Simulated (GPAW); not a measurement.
# Near-edge structure at the B K edge of BN (Qingsongite, F-43m), part 2 of 2

What does one-electron theory with a core hole give for the B K edge of BN (Qingsongite, F-43m)?

GPAW 26.7.0; X-ray absorption from dipole matrix elements to empty bands, plane-wave PAW LDA.

So far. Step 2 (Ground state of the crystal): The mesh shows a gap of 4.29 eV, so the hole is first treated in a charged cell, without the excited electron. Step 3 (Spectrum without a core hole, B atom 2): Main maxima below 21 eV (height): 6.5 eV (2.30) and 10.5 eV (1.80). A K edge sees empty p states; a tetrahedral site has σ* states alone, so there is no π* peak.

## 5. Spectrum with FCH, B atom 2

The holes are 5.1 Å apart. In GPAW the data set carries the hole's charge, so charge=0 means a charged cell and charge=-1 a neutral one. The excited electron is left out and a uniform background balances the charge. After the field has converged, empty bands are computed with the density fixed and the dipole matrix elements are summed.

Contents of xas.py:

```python
import numpy as np
from ase import Atoms
from ase.parallel import parprint, paropen
from gpaw import GPAW, PW, FermiDirac, Mixer, MixerDif, setup_paths
from gpaw.test import gen
setup_paths.insert(0, '.')
gen('B', name='fch1s', xcname='LDA', corehole=(1, 0, 1), write_xml=True)

atoms = Atoms('N8B8',
    cell=[[0, 3.615, 3.615],
     [3.615, 0, 3.615],
     [3.615, 3.615, 0]],
    scaled_positions=[[0.375, 0.375, 0.375],
     [0.375, 0.375, 0.875],
     [0.375, 0.875, 0.375],
     [0.875, 0.375, 0.375],
     [0.375, 0.875, 0.875],
     [0.875, 0.375, 0.875],
     [0.875, 0.875, 0.375],
     [0.875, 0.875, 0.875],
     [0, 0, 0],
     [0, 0, 0.5],
     [0, 0.5, 0],
     [0.5, 0, 0],
     [0, 0.5, 0.5],
     [0.5, 0, 0.5],
     [0.5, 0.5, 0],
     [0.5, 0.5, 0.5]],
    pbc=True)
atoms.calc = calc = GPAW(legacy_gpaw=True, mode=PW(500), xc='LDA', setups={8: 'fch1s'},
    kpts={'size': (4, 4, 4), 'gamma': True}, occupations=FermiDirac(0.02),
    charge=0, mixer=Mixer(0.1, 5, 50), maxiter=150,
    convergence={'density': 0.0001}, txt='scf.txt')
energy = atoms.get_potential_energy() + calc.get_reference_energy()
ef = calc.get_fermi_level()
out = dict(energy=energy, fermi=ef, forces=atoms.get_forces().tolist())
parprint(f'all-electron energy {energy:.4f} eV, Fermi level {ef:.4f} eV')
ev = np.array([[calc.get_eigenvalues(k, s) for k in range(len(calc.get_ibz_k_points()))] for s in range(calc.get_number_of_spins())])
out['homo'], out['lumo'], out['counts'] = ev[ev < ef].max(), ev[ev > ef].min(), sorted(set((ev < ef).sum((0, 2)).tolist()))
out['filled'] = (ev[:, 0] < ef).sum(1).tolist()

from gpaw.xas import XAS
nb = int(calc.get_number_of_electrons() / 2) + 59
top, nb = nb, nb + 8 + nb // 12
nscf = calc.fixed_density(kpts={'size': (6, 6, 6), 'gamma': True}, nbands=nb,
    convergence={'bands': top, 'eigenstates': 1e-5}, maxiter=60, txt='nscf.txt')
cell = atoms.cell.array
ops = [cell.T @ U.T @ np.linalg.inv(cell.T) for U in nscf.wfs.kd.symmetry.op_scc]
filled = [32]  # bands filled in the ground state, by spin
E = np.arange(-6, 34, 0.1)
fwhm = np.interp(E, [4, 25], [0.9, 3.5])
Y, X, zero, highest = 0, 0, 1e9, 1e9
for spin in range(nscf.get_number_of_spins()):
    xas = XAS(nscf, mode='all', center=8, spin=spin)
    eps = xas.eps_kn
    d = xas.sigma_cmkn  # core-to-band dipole matrix elements, k weights included
    T = np.einsum('amkn,bmkn->abkn', d, d.conj()).real
    T = sum(np.einsum('ai,ijkn,bj->abkn', R, T, R) for R in ops) / len(ops)
    empty = np.ones_like(eps, bool) & (np.arange(nb) >= filled[spin])
    zero, highest = min(zero, eps[empty].min()), min(highest, eps[:, top - 1].min())
    lines = [(eps, T, empty)] if spin == 0 else lines + [(eps, T, empty)]
for eps, T, empty in lines:
    f = np.einsum('aakn->akn', T).reshape(3, -1)
    x = eps.ravel() - zero
    w = np.interp(x, E, fwhm) / 2.35482
    g = np.exp(-0.5 * ((E[:, None] - x) / w) ** 2) / (w * (2 * np.pi) ** 0.5)
    Y = Y + (f * empty.ravel()) @ g.T
    X = X + (f * ~empty.ravel()) @ g.T
out.update(E=E.round(2).tolist(), xas=Y.tolist(), xes=X.tolist(), zero=zero, valid=highest - zero, nk=len(eps), nb=nb)
for i in range(0, len(E), 10):
    parprint(f'{E[i]:7.2f}', *(f'{v:10.3e}' for v in Y[:, i]))
import json
with paropen('out.json', 'w') as f:
    json.dump(out, f)
```

Command:

```
$ OMP_NUM_THREADS=1 python xas.py
```

Numbers of over 12 decimals in the logs are rounded to 6 here.

What it wrote:

```text
Input parameters:
  convergence: {density: 0.0001}
  kpts: {gamma: True,
         size: (4, 4, 4)}
  maxiter: 150
  mixer: {backend: pulay,
          beta: 0.1,
          method: separate,
          nmaxold: 5,
          weight: 50}
  mode: {ecut: 500.0,
         name: pw}
  occupations: {fixmagmom: False,
                name: fermi-dirac,
                width: 0.02}
  setups: {8: fch1s}

Initialize ...

[... PAW data sets ...]

Reference energy: -16863.055914  # eV

Spin-paired calculation

[... convergence settings ...]
Symmetries present (total): 24
  [... symmetry matrices ...]

64 k-points: 4 x 4 x 4 Monkhorst-Pack grid + [1/8,1/8,1/8]
8 k-points in the irreducible part of the Brillouin zone
       k-points in crystal coordinates                weights
   0:     0.00000000    0.00000000    0.00000000          1/64
   1:     0.25000000    0.25000000    0.00000000          6/64
   2:     0.25000000    0.25000000    0.25000000          8/64
   3:     0.50000000    0.25000000   -0.25000000          6/64
   4:     0.50000000    0.25000000    0.25000000         12/64
   5:     0.50000000    0.50000000    0.00000000          3/64
   6:     0.50000000    0.50000000    0.25000000         24/64
   7:     0.50000000    0.50000000    0.50000000          4/64

Wave functions: Plane wave expansion
  Cutoff energy: 500.000 eV
  Number of coefficients (min, max): 2392, 2421
  Pulay-stress correction: 0.000000 eV/Ang^3 (de/decut=0.000000)
  Using FFTW library
  Wavefunction extrapolation:
    Improved wavefunction reuse through dual PAW basis

Occupation numbers: Fermi-Dirac:
  width: 0.0200  # eV

Eigensolver
   Davidson(niter=2)

Densities:
  Coarse grid: 27*27*27 grid
  Fine grid: 54*54*54 grid
  Total Charge: 1.000000

Density mixing:
  Method: separate
  Backend: pulay
  Linear mixing parameter: 0.1
  old densities: 5
  Width of damping distribution: 1.1
  Damping of long wavelength oscillations: 50

[... Hamiltonian set-up ...]
Number of atoms: 16
Number of atomic orbitals: 64
Number of bands in calculation: 43
Number of valence electrons: 64
Bands to converge: occupied

... initialized

Initializing position-dependent things.

Density initialized from atomic densities
Creating initial wave functions:
  43 bands from LCAO basis set

                          N
                     N
                      N
                N        N
                    N
                  B  N
            B  N
             B
        B        B
           B
            B
       B

Atomic positions and initial magnetic moments

Positions:
   0 N      2.711250    2.711250    2.711250    ( 0.0000,  0.0000,  0.0000)
   1 N      4.518750    4.518750    2.711250    ( 0.0000,  0.0000,  0.0000)
   2 N      4.518750    2.711250    4.518750    ( 0.0000,  0.0000,  0.0000)
   3 N      2.711250    4.518750    4.518750    ( 0.0000,  0.0000,  0.0000)
   4 N      6.326250    4.518750    4.518750    ( 0.0000,  0.0000,  0.0000)
   5 N      4.518750    6.326250    4.518750    ( 0.0000,  0.0000,  0.0000)
   6 N      4.518750    4.518750    6.326250    ( 0.0000,  0.0000,  0.0000)
[...]
13 B      1.807500    3.615000    1.807500    ( 0.0000,  0.0000,  0.0000)
  14 B      1.807500    1.807500    3.615000    ( 0.0000,  0.0000,  0.0000)
  15 B      3.615000    3.615000    3.615000    ( 0.0000,  0.0000,  0.0000)

Unit cell:
           periodic     x           y           z      points  spacing
  1. axis:    yes    0.000000    3.615000    3.615000    27     0.1546
  2. axis:    yes    3.615000    0.000000    3.615000    27     0.1546
  3. axis:    yes    3.615000    3.615000    0.000000    27     0.1546

  Lengths:   5.112382   5.112382   5.112382
  Angles:   60.000000  60.000000  60.000000

Effective grid spacing dv^(1/3) = 0.1687

iter:   1  -180.692884
iter:   2  -178.413989   -1.28  -0.79
iter:   3  -174.702740   -0.56  -0.86
iter:   4  -174.391023   -2.04  -1.24
iter:   5  -174.326990   -2.17  -1.49
iter:   6  -174.317292   -2.61  -1.93
iter:   7  -174.314197c  -2.34  -2.08
iter:   8  -174.302630c  -4.17  -2.17
iter:   9  -174.294218c  -2.86  -2.30
iter:  10  -174.292904c  -4.38  -2.76
iter:  11  -174.292898c  -5.06  -3.37
iter:  12  -174.292855c  -5.69  -3.40
iter:  13  -174.292837c  -5.87  -3.55
iter:  14  -174.292832c  -6.32  -3.90
iter:  15  -174.292831c  -7.48c -4.25c

Converged after 15 iterations.

Dipole moment: (14.356422, 14.356422, 14.356422) |e|*Ang

Energy contributions relative to reference atoms: (reference = -16863.055914)

Kinetic:        +70.926635
Potential:      -90.933660
External:        +0.000000
XC:            -153.809369
Entropy (-ST):   -0.000000
Local:           -0.476437
SIC:             +0.000000
--------------------------
Free energy:   -174.292831
Extrapolated:  -174.292831

Showing only first 2 kpts
 Kpt  Band  Eigenvalues  Occupancy
  0    30      9.96348    2.00000
  0    31      9.96357    2.00000
  0    32     13.92672    0.00000
  0    33     13.92672    0.00000

  1    30      8.91560    2.00000
  1    31      8.91565    2.00000
  1    32     14.38494    0.00000
[...]
Fermi level: 10.72481

Gap: 3.963 eV
Transition (v -> c):
  (s=0, k=0, n=31, [0.00, 0.00, 0.00]) -> (s=0, k=0, n=32, [0.00, 0.00, 0.00])
No difference between direct/indirect transitions

Forces in eV/Ang:
  0 N     0.03651    0.03651    0.03651
  1 N    -0.03651   -0.03651    0.03651
  2 N    -0.03651    0.03651   -0.03651
  3 N     0.03651   -0.03651   -0.03651
  4 N     0.81548   -0.81548   -0.81548
  5 N    -0.81548    0.81548   -0.81548
  6 N    -0.81548   -0.81548    0.81548
[...]
13 B     0.00000   -1.41749    0.00000
 14 B     0.00000   -0.00000   -1.41749
 15 B     0.00000   -0.00000   -0.00000
Scalar-relativistic atomic LDA calculation for B (Boron, Z=5)
Core hole in 1s state (1s occupation: 1.0)
300 radial gridpoints.
|------------------------------------------------|
|------------------------------------------------|
[... the atom generator's iteration count ...]

Energy contributions:
-------------------------
Kinetic:      +16.693400
XC:            -2.260601
Potential:    -31.255183
-------------------------
Total:        -16.822384

state      eigenvalue         ekin         rmax
-----------------------------------------------
1s^1.0 :    -8.526766    11.791826        0.204
2s^2.0 :    -0.864526     1.675176        1.279
2p^1.0 :    -0.653666     1.551222        1.105
-----------------------------------------------
(units: Bohr and Hartree)

Generating PAW setup
Kinetic energy of the core from tauc = 11.795725
Cutoffs:
rc(s)=1.200
rc(p)=1.200
rc(d)=1.200
rc(vbar)=1.080
rc(comp)=1.200
rc(nct)=1.200

Kinetic energy of the core states: 11.791826
Charge: 1.0
Core electrons: 1.0
Valence electrons: 3.0
Pseudo-core charge: 0.037612
Shape function alpha=6.944
Pseudo-electron charge 3.041132
state    eigenvalue         norm
--------------------------------
2s(2) :    -0.864526     1.030522
*s    :     0.135474
2p(1) :    -0.653666     0.942475
*p    :     0.346334
*d    :     0.000000
--------------------------------

Diagonalizing with gridspacing h=0.050

state   all-electron     PAW
-------------------------------
2s:      -0.864526    -0.865247
2p:      -0.653666    -0.654690
*d:                   -0.075592
*f:                   -0.015154
-------------------------------
all-electron energy -17037.3487 eV, Fermi level 10.7248 eV
[...]
31.00  8.376e-05  8.376e-05  8.376e-05
  32.00  6.350e-05  6.350e-05  6.350e-05
  33.00  6.030e-05  6.030e-05  6.030e-05
```

Wall time 4 min (1 thread of Arm Neoverse N1, shared host); peak memory 0.35 GiB.

The B K spectrum, B atom 2, full core hole (charged cell) (energy from the lowest empty level; intensity scaled to a mean of 1 over the first 20 eV):

```
E (eV)  intensity
  -2.0       0.00
  -1.5       0.00
  -1.0       0.00
  -0.5       0.02
   0.0       0.15
   0.5       0.63
   1.0       1.67
   1.5       2.79
   2.0       2.35
   2.5       1.95
   3.0       2.60
   3.5       3.58
   4.0       3.47
   4.5       2.23
   5.0       1.49
   5.5       1.31
   6.0       1.18
   6.5       1.00
   7.0       0.76
   7.5       0.64
   8.0       0.61
   8.5       0.60
   9.0       0.65
   9.5       0.74
  10.0       0.76
  10.5       0.68
  11.0       0.55
  11.5       0.43
  12.0       0.35
  12.5       0.30
  13.0       0.25
  13.5       0.23
  14.0       0.24
  14.5       0.28
  15.0       0.32
  15.5       0.34
  16.0       0.33
  16.5       0.31
  17.0       0.32
  17.5       0.36
  18.0       0.45
  18.5       0.61
  19.0       0.81
  19.5       1.03
  20.0       1.20
  20.5       1.26
  21.0       1.20
  21.5       1.03
```

Main maxima below 21 eV (height): 1.6 eV (2.85), 3.7 eV (3.76), 9.9 eV (0.77) and 20.5 eV (1.26). 

The hole costs E(hole) − E(ground) = 181.21 eV, and the lowest empty level of the hole cell on the spectrum's mesh lies at 13.93 eV, which puts the zero at 195.14 eV. One term is added: -5.56 eV, since the hole is spin-paired here and a spin-polarised one costs that much less in the free atom (computed apart). The photon energy is then 189.58 eV. The functional and the charged cell's background leave an error in such absolute values: in the free atom LDA prices this hole 2.2 eV below PBE (computed apart), and PBE is itself good to a few eV.

## 6. Excitation energy, B atom 2

With the excited electron kept in the cell the system stays neutral, and the energy difference is an excitation energy by itself. In a small cell that electron takes up a good share of the lowest empty band, or all of one, which shifts the value from the true onset.

Changed against the first core-hole run: core hole to XCH, with the smearing that suits a partly filled band.

Contents of scf.py:

```python
import numpy as np
from ase import Atoms
from ase.parallel import parprint, paropen
from gpaw import GPAW, PW, FermiDirac, Mixer, MixerDif, setup_paths
from gpaw.test import gen
setup_paths.insert(0, '.')
gen('B', name='fch1s', xcname='LDA', corehole=(1, 0, 1), write_xml=True)

atoms = Atoms('N8B8',
    cell=[[0, 3.615, 3.615],
     [3.615, 0, 3.615],
     [3.615, 3.615, 0]],
    scaled_positions=[[0.375, 0.375, 0.375],
     [0.375, 0.375, 0.875],
     [0.375, 0.875, 0.375],
     [0.875, 0.375, 0.375],
     [0.375, 0.875, 0.875],
     [0.875, 0.375, 0.875],
     [0.875, 0.875, 0.375],
     [0.875, 0.875, 0.875],
     [0, 0, 0],
     [0, 0, 0.5],
     [0, 0.5, 0],
     [0.5, 0, 0],
     [0, 0.5, 0.5],
     [0.5, 0, 0.5],
     [0.5, 0.5, 0],
     [0.5, 0.5, 0.5]],
    pbc=True)
atoms.calc = calc = GPAW(legacy_gpaw=True, mode=PW(500), xc='LDA', setups={8: 'fch1s'},
    kpts={'size': (4, 4, 4), 'gamma': True}, occupations=FermiDirac(0.04),
    charge=-1, mixer=Mixer(0.1, 5, 50), maxiter=150,
    convergence={'density': 0.0001}, txt='scf.txt')
energy = atoms.get_potential_energy() + calc.get_reference_energy()
ef = calc.get_fermi_level()
out = dict(energy=energy, fermi=ef, forces=atoms.get_forces().tolist())
parprint(f'all-electron energy {energy:.4f} eV, Fermi level {ef:.4f} eV')
ev = np.array([[calc.get_eigenvalues(k, s) for k in range(len(calc.get_ibz_k_points()))] for s in range(calc.get_number_of_spins())])
out['homo'], out['lumo'], out['counts'] = ev[ev < ef].max(), ev[ev > ef].min(), sorted(set((ev < ef).sum((0, 2)).tolist()))
out['filled'] = (ev[:, 0] < ef).sum(1).tolist()
import json
with paropen('out.json', 'w') as f:
    json.dump(out, f)
```

Command:

```
$ OMP_NUM_THREADS=1 python scf.py
```

What it wrote:

```text
Input parameters:
  charge: -1
  convergence: {density: 0.0001}
  kpts: {gamma: True,
         size: (4, 4, 4)}
  maxiter: 150
  mixer: {backend: pulay,
          beta: 0.1,
          method: separate,
          nmaxold: 5,
          weight: 50}
  mode: {ecut: 500.0,
         name: pw}
  occupations: {fixmagmom: False,
                name: fermi-dirac,
                width: 0.04}
  setups: {8: fch1s}

Initialize ...

[...]
2s(2) :    -0.864526     1.030522
*s    :     0.135474
2p(1) :    -0.653666     0.942475
*p    :     0.346334
*d    :     0.000000
--------------------------------

Diagonalizing with gridspacing h=0.050

state   all-electron     PAW
-------------------------------
2s:      -0.864526    -0.865247
2p:      -0.653666    -0.654690
*d:                   -0.075592
*f:                   -0.015154
-------------------------------
all-electron energy -17022.6168 eV, Fermi level 15.0990 eV
[key lines of the parts left out:]
Converged after 14 iterations.
Dipole moment: (14.381248, 14.381248, 14.381248) |e|*Ang
Free energy:   -159.565024
Fermi level: 15.09902
```

Run time: 57 s. Hardware: 1 thread; peak memory 0.24 GiB.

The total-energy difference is 195.94 eV. With the free-atom term of -5.56 eV for this edge, the photon energy is 190.38 eV.

## 7. With and without the hole

Both curves are counted from their own zero, so only the shift of weight within the empty states shows.

```
E (eV)  no hole   FCH
  -2.0     0.00  0.00
  -1.0     0.00  0.00
   0.0     0.03  0.15
   1.0     0.13  1.67
   2.0     0.28  2.35
   3.0     0.53  2.60
   4.0     1.06  3.47
   5.0     1.66  1.49
   6.0     2.07  1.18
   7.0     2.16  0.76
   8.0     1.84  0.61
   9.0     1.41  0.65
  10.0     1.68  0.76
  11.0     1.72  0.55
  12.0     1.44  0.35
  13.0     0.85  0.25
  14.0     0.49  0.24
  15.0     0.50  0.32
  16.0     0.44  0.33
  17.0     0.33  0.32
  18.0     0.31  0.45
  19.0     0.53  0.81
  20.0     1.14  1.20
  21.0     1.91  1.20
```

With each curve scaled to its own mean, the area from −2 to 6 eV with the hole is 12.4 against 4.6, and the centre of weight from −1 to 20 eV moves by -2.7 eV: the hole pulls the absorber's empty states down.

## 8. Summary of results

* absorber and edge: B K, atom 2 of the ground-state input (counted from 1)
* surroundings: 4 N at 1.57 Å (tetrahedral, site symmetry -43m)
* highest intensity below 16 eV: 3.7 eV above the zero, height 3.76
* photon energy of the zero, with the added terms: 189.6 eV (raw 195.1 eV; LDA puts this hole about 2 eV below PBE, itself good to a few eV)

In words: The B K edge of atom 2, with 4 N at 1.57 Å (tetrahedral, site symmetry -43m), has its highest intensity of the first 16 eV at 3.7 eV above the zero, near 193 eV in photon energy (LDA puts this hole about 2 eV below PBE, itself good to a few eV), 3.8 times the mean level of the first 20 eV (Gaussian full width 0.9 eV up to 4 eV, rising linearly to 3.5 eV at 25 eV). With each curve scaled to its own mean, the area from −2 to 6 eV with the hole is 12.4 against 4.6, and the centre of weight from −1 to 20 eV moves by -2.7 eV: the hole pulls the absorber's empty states down. The neutral-cell energy lies +0.8 eV from the charged-cell zero, a gap made of the charged-cell error and of where the added electron settles. The holes are only 5.1 Å apart, so the shape is probably not converged with cell size; no larger cell was run here. The mesh is coarse (0.25 Å⁻¹ between points), so small maxima may be mesh ripples. Lifetime broadening is put in by hand, and intensities beyond about 20 eV depend on it and on the partial waves. The structure is a published determination, not relaxed.

[Banner, clock and machine lines of the logs are left out without a mark of their own.]

[Logs are printed without paths, hosts, clocks, repeated set-up lines and the standing remarks that a program may print on its own settings, such as how far it seeks lower states.]

[Hosts, paths, dates, database ids (printed as entryN), source tags and the programs' standing remarks are cut or masked in the printed files.]

[Lists of maxima count a maximum above −3 eV only where it reaches 4 % of the highest in the window and stands out from its surroundings by 2 % of it (1.5 % where it reaches 55 %); shoulders and weaker maxima are passed over, and of the rest the first, up to two pre-edge ones and the few strongest are named.]
